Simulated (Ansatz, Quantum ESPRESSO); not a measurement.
# Ba2C (Fm-3m): zone-centre phonons, part 2 of 3

Aim: the zone-centre modes of Ba2C (Fm-3m).

Quantum ESPRESSO 8.0 development, patched; DFT LDA, scalar-relativistic, plane waves, PseudoDojo norm-conserving pseudopotentials.

So far. Step 2 (A probe with smearing): No gap opens on this mesh, so smearing is kept; the start stands at -7.2 GPa. Step 4 (Self-consistent run for the response): The cell stands at -0.078 GPa, close enough for phonons. The relaxed cell has a = 6.846 Å (conventional setting).

The structure was built from a prototype and need not be the compound's stable phase.

**5. Zone-centre response**

At q = 0 one unit cell holds all displacements; symmetry groups them into irreducible representations that are solved one by one. With smeared occupations no response to a homogeneous field can be asked.

ph.in reads:

```
phonons
 &inputph
    prefix='x',
    outdir='./tmp',
    fildyn='g.dyn',
    tr2_ph=1.0d-18,
    alpha_mix(1)=0.4,
    nmix_ph=8,
 /
0.000000000000 0.000000000000 0.000000000000
```

On the command line:

```
OMP_NUM_THREADS=1 mpirun -n 4 ph.x -nk 4 -in ph.in > ph.out
```

Output:

```text
[banners, grids, parts of the stress and lines that vanish by symmetry left out]
[banner, memory and clock lines left out]
Program PHONON v.8.0dev

     Dynamical matrices for q-points given in input
     (   1q-points):
       N         xq(1)         xq(2)         xq(3)
       1   0.000000000   0.000000000   0.000000000

     ./tmp/x.save/

     IMPORTANT: XC functional enforced from input :
     Exchange-correlation= PW
                           (   1   4   0   0   0   0   0)
     Any further DFT definition will be discarded
     Please, verify this is what you really want

     G-vector sticks info

     Reading collected, re-writing distributed wavefunctions in ./tmp/

     Number and degeneracy of irreps per q-point
       N         xq(1)         xq(2)         xq(3)   N irreps
       1   0.000000000   0.000000000   0.000000000       3
        3   3   3

     Calculation of q =    0.0000000   0.0000000   0.0000000

     phonons

     bravais-lattice index     =            2
     lattice parameter (alat)  =      12.9365  a.u.
     unit-cell volume          =     541.2449 (a.u.)^3
     number of atoms/cell      =            3
     number of atomic types    =            2
     kinetic-energy cut-off    =      74.0000  Ry
     charge density cut-off    =     296.0000  Ry
     convergence threshold     =      1.0E-18
     beta                      =       0.4000
     number of iterations used =            8
     Exchange-correlation= PW
                           (   1   4   0   0   0   0   0)

     celldm(1)=   12.93653  celldm(2)=    0.00000  celldm(3)=    0.00000
     celldm(4)=    0.00000  celldm(5)=    0.00000  celldm(6)=    0.00000

     crystal axes: (cart. coord. in units of alat)
               a(1) = ( -0.5000  0.0000  0.5000 )
               a(2) = (  0.0000  0.5000  0.5000 )
               a(3) = ( -0.5000  0.5000  0.0000 )

     reciprocal axes: (cart. coord. in units 2 pi/alat)
               b(1) = ( -1.0000 -1.0000  1.0000 )
               b(2) = (  1.0000  1.0000  1.0000 )
               b(3) = ( -1.0000  1.0000 -1.0000 )

     Atoms inside the unit cell:

     Cartesian axes

     site n.  atom      mass           positions (alat units)
        1  Ba    137.3270   tau(    1) = (   -0.75000    0.75000    0.75000  )
        2  Ba    137.3270   tau(    2) = (   -0.25000    0.25000    0.25000  )
        3  C      12.0110   tau(    3) = (    0.00000    0.00000    0.00000  )

     Computing dynamical matrix for
                    q = (   0.0000000   0.0000000   0.0000000 )

     49 Sym.Ops. (with q -> -q+G )

     G cutoff = 1254.7808  (  46367 G-vectors)     FFT grid: ( 54, 54, 54)

     number of k points=    29  Marzari-Vanderbilt smearing, width (Ry)=  0.0200
                       cart. coord. in units 2pi/alat
        k(    1) = (   0.0000000   0.0000000   0.0000000), wk =   0.0039062
        k(    2) = (  -0.1250000   0.1250000  -0.1250000), wk =   0.0312500
        k(    3) = (  -0.2500000   0.2500000  -0.2500000), wk =   0.0312500
        [... further k-points left out ...]

     PseudoPot. # 1 for Ba read from file:
     ./pseudo/Ba.upf
     Pseudo is Norm-conserving + core correction, Zval = 10.0
     Using radial grid of 1912 points,  6 beta functions with:
                l(1) =   0
                l(2) =   0
                l(3) =   1
                l(4) =   1
                l(5) =   2
                l(6) =   2

     PseudoPot. # 2 for C  read from file:
     ./pseudo/C.upf
     Pseudo is Norm-conserving + core correction, Zval =  4.0
     Using radial grid of 1234 points,  4 beta functions with:
                l(1) =   0
                l(2) =   0
                l(3) =   1
                l(4) =   1

     Mode symmetry, O_h (m-3m)  point group:

     Atomic displacements:
     There are    3 irreducible representations

     Representation     1      3 modes -  To be done

     Representation     2      3 modes -  To be done

     Representation     3      3 modes -  To be done

     Alpha used in Ewald sum =   2.8000

     Representation #   1 modes #   1   2   3

     Self-consistent Calculation

     The passes end when |ddv_scf|^2 is under  3.5E-20 (on this mesh; tr2_ph alone asks  1.0E-18)
      iter #   1   av.it.:   6.0
      thresh= 1.000E-02 alpha_mix =  0.400 |ddv_scf|^2 =  2.315E-07
      iter #   2   av.it.:  11.6
      thresh= 4.812E-05 alpha_mix =  0.400 |ddv_scf|^2 =  4.749E-09
      iter #   3   av.it.:  11.7
      thresh= 6.891E-06 alpha_mix =  0.400 |ddv_scf|^2 =  2.709E-10
      iter #   4   av.it.:  12.4
      thresh= 1.646E-06 alpha_mix =  0.400 |ddv_scf|^2 =  1.447E-12
      iter #   5   av.it.:  12.7
      thresh= 1.203E-07 alpha_mix =  0.400 |ddv_scf|^2 =  7.916E-14
      iter #   6   av.it.:  12.6
      thresh= 2.814E-08 alpha_mix =  0.400 |ddv_scf|^2 =  3.899E-15
      iter #   7   av.it.:  12.7
      thresh= 6.244E-09 alpha_mix =  0.400 |ddv_scf|^2 =  2.425E-17
      iter #   8   av.it.:  12.8
      thresh= 4.924E-10 alpha_mix =  0.400 |ddv_scf|^2 =  1.557E-18
      iter #   9   av.it.:  12.6
      thresh= 1.248E-10 alpha_mix =  0.400 |ddv_scf|^2 =  7.045E-20
      iter #  10   av.it.:  12.7
      thresh= 2.654E-11 alpha_mix =  0.400 |ddv_scf|^2 =  9.402E-22

     End of self-consistent calculation

     Convergence has been achieved

     Representation #   2 modes #   4   5   6

     Self-consistent Calculation

     The passes end when |ddv_scf|^2 is under  3.5E-20 (on this mesh; tr2_ph alone asks  1.0E-18)
      iter #   1   av.it.:   4.9
      thresh= 1.000E-02 alpha_mix =  0.400 |ddv_scf|^2 =  7.018E-08
      iter #   2   av.it.:  11.6
      thresh= 2.649E-05 alpha_mix =  0.400 |ddv_scf|^2 =  1.898E-09
      iter #   3   av.it.:  11.7
      thresh= 4.356E-06 alpha_mix =  0.400 |ddv_scf|^2 =  6.457E-11
      iter #   4   av.it.:  12.5
      thresh= 8.036E-07 alpha_mix =  0.400 |ddv_scf|^2 =  1.464E-12
[...]
End of self-consistent calculation

     Convergence has been achieved

     Representation #   3 modes #   7   8   9

     Self-consistent Calculation

     The passes end when |ddv_scf|^2 is under  3.5E-20 (on this mesh; tr2_ph alone asks  1.0E-18)
[...]
iter #   4   av.it.:  12.2
      thresh= 1.399E-06 alpha_mix =  0.400 |ddv_scf|^2 =  1.114E-11
      iter #   5   av.it.:  12.4
      thresh= 3.338E-07 alpha_mix =  0.400 |ddv_scf|^2 =  1.178E-13
      iter #   6   av.it.:  12.4
      thresh= 3.432E-08 alpha_mix =  0.400 |ddv_scf|^2 =  1.006E-14
      iter #   7   av.it.:  12.5
      thresh= 1.003E-08 alpha_mix =  0.400 |ddv_scf|^2 =  7.383E-17
      iter #   8   av.it.:  12.9
      thresh= 8.593E-10 alpha_mix =  0.400 |ddv_scf|^2 =  1.330E-18
      iter #   9   av.it.:  12.4
      thresh= 1.153E-10 alpha_mix =  0.400 |ddv_scf|^2 =  1.699E-19
      iter #  10   av.it.:  12.3
      thresh= 4.122E-11 alpha_mix =  0.400 |ddv_scf|^2 =  9.342E-21

     End of self-consistent calculation

     Convergence has been achieved

     Number of q in the star =    1
     List of q in the star:
          1   0.000000000   0.000000000   0.000000000

     Diagonalizing the dynamical matrix

     q = (    0.000000000   0.000000000   0.000000000 )

 **************************************************************************
     freq (    1) =       0.009794 [THz] =       0.326707 [cm-1]
     freq (    2) =       0.009794 [THz] =       0.326707 [cm-1]
     freq (    3) =       0.009794 [THz] =       0.326707 [cm-1]
     freq (    4) =       2.120599 [THz] =      70.735573 [cm-1]
     freq (    5) =       2.120599 [THz] =      70.735573 [cm-1]
     freq (    6) =       2.120599 [THz] =      70.735573 [cm-1]
     freq (    7) =       7.216673 [THz] =     240.722297 [cm-1]
     freq (    8) =       7.216673 [THz] =     240.722297 [cm-1]
     freq (    9) =       7.216673 [THz] =     240.722297 [cm-1]
 **************************************************************************

     Mode symmetry, O_h (m-3m)  point group:

     freq (   1-   3) =          0.3  [cm-1]   --> T_1u G_15  G_4- I
     freq (   4-   6) =         70.7  [cm-1]   --> T_2g G_25' G_5+ R
     freq (   7-   9) =        240.7  [cm-1]   --> T_1u G_15  G_4- I
```

Run time: 7.3 min. Hardware: 4 MPI ranks of Arm Neoverse V2, shared host.

Numbers from this step:

| Quantity | Value |
| --- | --- |
| largest acoustic frequency at the zone centre before the sum rule | 0.33 cm⁻¹ |
| highest optical zone-centre mode (no LO-TO term) | 240.7 cm⁻¹ |
| lowest optical zone-centre mode | 70.74 cm⁻¹ |

The acoustic modes at Γ come out as far as 0.3 cm⁻¹ from zero, where they should vanish, a small numerical error.

**6. Zone-centre analysis**

A rigid shift of the crystal must cost nothing, but grids and finite bases break this; the acoustic sum rule is imposed before the matrix is diagonalised again.

dynmat.in reads:

```
 &input
    fildyn='g.dyn',
    asr='simple',
    fileig='dynmat.eig',
 /
```

On the command line:

```
dynmat.x -in dynmat.in > dynmat.out
```

Output:

```text
[banner, memory and clock lines left out]
Program DYNMAT v.8.0dev

     Reading Dynamical Matrix from file g.dyn
     ...Force constants read
     ...epsilon and Z* not read (not found on file)
     A direction for q was not specified:TO-LO splitting will be absent

     Polarizability (A^3 units)
     multiply by 1.000000 for Clausius-Mossotti correction (not under assume_isolated = 'mt')
         0.000000    0.000000    0.000000
         0.000000    0.000000    0.000000
         0.000000    0.000000    0.000000

     IR activities are in (D/A)^2/amu units

# mode   [cm-1]    [THz]      IR
    1     -0.00   -0.0000    0.0000
    2     -0.00   -0.0000    0.0000
    3      0.00    0.0000    0.0000
    4     70.74    2.1206    0.0000
    5     70.74    2.1206    0.0000
    6     70.74    2.1206    0.0000
    7    240.72    7.2165    0.0000
    8    240.72    7.2165    0.0000
    9    240.72    7.2165    0.0000

[end of the log left out, with the tail of the file of modes that dynmat.x writes under the same name]
```

Wall time 0.46 s (1 thread).

Unit eigenvectors of the mass-weighted matrix after the sum rule; no LO-TO term. The modes at Γ (shares of kinetic energy by element, %):

```tsv
mode	frequency (cm⁻¹)	symmetry	Ba %	C %
1	0.0	acoustic	96	4
2	0.0	acoustic	96	4
3	0.0	acoustic	96	4
4	70.7	T2g	100	0
5	70.7	T2g	100	0
6	70.7	T2g	100	0
7	240.7	T1u	4	96
8	240.7	T1u	4	96
9	240.7	T1u	4	96
```

Displacements in mode 5 (70.7 cm⁻¹), the largest set to 1:
```
Ba1  1.00 -0.50  0.61
Ba2 -1.00  0.50 -0.61
C3   0.00  0.00  0.00
```

Displacements in mode 8 (240.7 cm⁻¹), the largest set to 1:
```
Ba1 -0.04  0.03  0.00
Ba2 -0.04  0.03  0.00
C3   1.00 -0.71  0.00
```

The rule moves no optical mode by more than 0.1 cm⁻¹.

**7. Sum rules set otherwise: a sum rule for molecules or wires on a crystal**

This rule also removes rotations, which suits wires and not a crystal; it is tried to see the harm.

dynmat.in reads:

```
 &input
    fildyn='g.dyn',
    asr='one-dim',
    fileig='dynmat.eig',
 /
```

On the command line:

```
dynmat.x -in dynmat.in > dynmat.out
```

Output:

```text
[banner, memory and clock lines left out]
Program DYNMAT v.8.0dev

     Reading Dynamical Matrix from file g.dyn
     ...Force constants read
     ...epsilon and Z* not read (not found on file)
asr rotation axis in 1D system=    3
     For the rotational sum rules    2 atoms are taken in another cell, next to their neighbours
     Acoustic Sum Rule: || Z*(ASR) - Z*(orig)|| =    0.000000E+00
     Acoustic Sum Rule: ||dyn(ASR) - dyn(orig)||=    5.200596E-02
     A direction for q was not specified:TO-LO splitting will be absent

     Polarizability (A^3 units)
     multiply by 1.000000 for Clausius-Mossotti correction (not under assume_isolated = 'mt')
         0.000000    0.000000    0.000000
         0.000000    0.000000    0.000000
         0.000000    0.000000    0.000000

     IR activities are in (D/A)^2/amu units

# mode   [cm-1]    [THz]      IR
    1     -0.00   -0.0000    0.0000
    2     -0.00   -0.0000    0.0000
    3      0.00    0.0000    0.0000
    4      0.00    0.0000    0.0000
    5     70.74    2.1206    0.0000
    6     70.74    2.1206    0.0000
    7    240.72    7.2166    0.0000
    8    240.72    7.2166    0.0000
    9    240.72    7.2166    0.0000

[end of the log left out, with the tail of the file of modes that dynmat.x writes under the same name]
```

Elapsed: 0.46 s, on 1 thread.

The program raised no error, yet the settings are not those of a careful run.

The fault: a sum rule for molecules or wires on a crystal; 1 optical mode is projected out to zero frequency, as if it were a rotation.

For a crystal the rule has to be 'simple' or 'crystal'.

Zone-centre frequencies as printed; negative means imaginary. Modes:

```tsv
mode	frequency (cm⁻¹)
1	0
2	0
3	0
4	0
5	70.74
6	70.74
7	240.7
8	240.7
9	240.7
```

(Continued in part 3 of 3.)

[Host names and launcher messages were left out of these logs when they were recorded.]

[Logs are printed without paths, hosts, clocks, repeated set-up lines and the standing remarks that a program may print on its own settings, such as how far it seeks lower states.]

[Hosts, paths, dates, database ids (printed as entryN), source tags and the programs' standing remarks are cut or masked in the printed files.]
